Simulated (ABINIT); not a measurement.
Records of electronic-structure calculations.

```json
{"subject": "Quasiparticle gap of CuI (Marshite) in ABINIT", "lattice_ang": [[0.0, 3.0315, 3.0315], [3.0315, -0.0, 3.0315], [3.0315, 3.0315, 0.0]], "atoms": [["Cu", 0.25, 0.25, 0.25], ["I", 0.0, 0.0, 0.0]], "method": "RPA screening on PBE, plane waves, norm-conserving pseudopotentials (and 2 further levels or steps)", "program": "ABINIT 10.8.3", "settings": "cutoff 42 Ha, PseudoDojo scalar-relativistic 0.4.1 standard, norm-conserving, ngkpt (4, 4, 4), nband 308, ecuteps 8.4 Ha, inclvkb 2, shiftk (0, 0, 0), symchi 1, awtr 1, frequency ppm, 4×4×4 k-mesh", "cost": "5 runs, 4.1 min in all on 8 MPI ranks of Arm Neoverse V1, shared host", "notes": "The database entry behind the starting cell differs from other determinations of this structure. In doubt: a PseudoDojo file used here is known to give poor structures and forces, which bears on pressures, cells, forces and phonons. The cell and positions come from the Crystallography Open Database and are kept as given unless a step says otherwise. Limits: d shell near the gap, gap tends to lie low; no spin-orbit coupling.", "results": {"pbe_gap": "1.09 eV, direct", "g0w0_gap_on_the_mesh": "1.57 eV", "gw_settings": "4×4×4 mesh, 308 bands, screening to 228.6 eV, Godby-Needs plasmon pole", "known_limits": "short of the basis limit; d shell near the gap, gap tends to lie low; no spin-orbit coupling"}}
```

[Long decimals in the printed logs are rounded to 6 places.]

[Logs are printed without paths, hosts, clocks, repeated set-up lines and the standing remarks that a program may print on its own settings, such as how far it seeks lower states.]

[Paths, hosts, dates, memory and timing lines, banners, echoed tables and standing remarks are left out of the program output; an Ansatz launch command may be rebuilt from the run's recorded settings. Measured values are a selection of at most five: reports struck by readers or far from the other reports are left out. None is set beside runs whose start may be inverted or whose files or cutoffs have a known fault.]

[Runs of the session that timed out or met a known fault of the program may be left out.]

[Hosts, paths, dates, database ids (printed as entryN), source tags and the programs' standing remarks are cut or masked in the printed files.]

[G0W0 gaps are taken among the corrected bands and points alone; a level outside them can change the order at an edge.]

[Where Ansatz stands beside ABINIT at settings called matched, ABINIT's density can come from a denser mesh and the files from another edition; pairs whose starting gaps differed by over 0.03 eV were left out, so agreement reads better than it is.]
